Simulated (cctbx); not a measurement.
# Lattice, Laue class and space group of a new crystal

Cell: a = 7.2710 Å, b = 20.6580 Å, c = 7.3220 Å, α = 90.00°, β = 90.00°, γ = 90.00°. Expected content of the cell: Au4 Cs8 Se8 S8 P4.

Simulated single-crystal data (cctbx): Cu Kα, λ = 1.54184 Å, to d = 0.8 Å, 70 % of the full sphere, strongest reflection 20000 counts, noise from counting, a 3 % proportional error and a noise floor of 8 counts (s.d.); no absorption.

Tests on the unmerged data give:

```text
6322 reflections to d = 0.800 A
centring   violations  <I/sigma> of those
    A       2270 of  3178     11.1
    B       2380 of  3149     12.2
    C       2132 of  3167     10.7
    I       2175 of  3133     10.9
    R       2982 of  4216     11.1
    F       3391 of  4747     11.3
Laue class    unique    Rint  (classes that these axes allow; Friedel mates merged)
P -1             4101   0.030
P 1 2/m 1        2300   0.035
P 1 1 2/m        2382   0.035
P 2/m 1 1        2384   0.034
P m m m          1345   0.038
space group    extra absences  I>4sigma  <I/sigma>
P 2 2 2                 0          0         -  acentric
P 2 2 21                8          0       0.2  acentric
P 2 21 2               19          0      -0.1  acentric
P 2 21 21              27          0      -0.0  acentric
P m m 2                 0          0         -  acentric
P 2 m m                 0          0         -  acentric
P m 2 m                 0          0         -  acentric
P m c 21               88          0      -0.1  acentric
P b 21 m              263          0      -0.1  acentric
P b m 2               263          0      -0.1  acentric
P 2 c m                88          0      -0.1  acentric
P b c 21              351          0      -0.1  acentric
P m m m                 0          0         -  centric
P b m m               263          0      -0.1  centric
P m c m                88          0      -0.1  centric
P b c m               351          0      -0.1  centric
Wilson B = 1.21 A^2   <|E^2-1|> = 0.876 (0.968 centric, 0.736 acentric)   E^2>4: 2.9 %
shell (A)         n   <I/sigma>
20.66 - 1.60    201     27.0
 1.60 - 1.27    168     25.2
 1.27 - 1.11    174     23.9
 1.11 - 1.01    160     22.5
 1.01 - 0.94    156     19.7
 0.94 - 0.88    171     19.3
 0.88 - 0.84    156     18.8
 0.84 - 0.80    159     15.2
```

Q: Read the symmetry from these tables.

Every centring test has many violations, so the lattice is primitive.

Rint stays low (0.030 to 0.038) up to P m m m, the highest class in these axes.

16 settings pass the absence test. The most absences obeyed, 351, belong to P b c 21 and P b c m, which absences can't tell apart.

⟨|E²−1|⟩ = 0.876 lies between the two ideal values. The Wilson B of 1.21 Å² means U ≈ 0.0153 Å².

The true group is Pbcm (no. 57), Laue class mmm, centrosymmetric. The tables only narrow the choice to the tied entries; cell content, site symmetry and trial solutions must settle it.

The model is made up (kin elements in a known structure type, no relaxation), so it says nothing on whether the phase exists.

[Logs are printed without paths, hosts, clocks, repeated set-up lines and the standing remarks that a program may print on its own settings, such as how far it seeks lower states.]
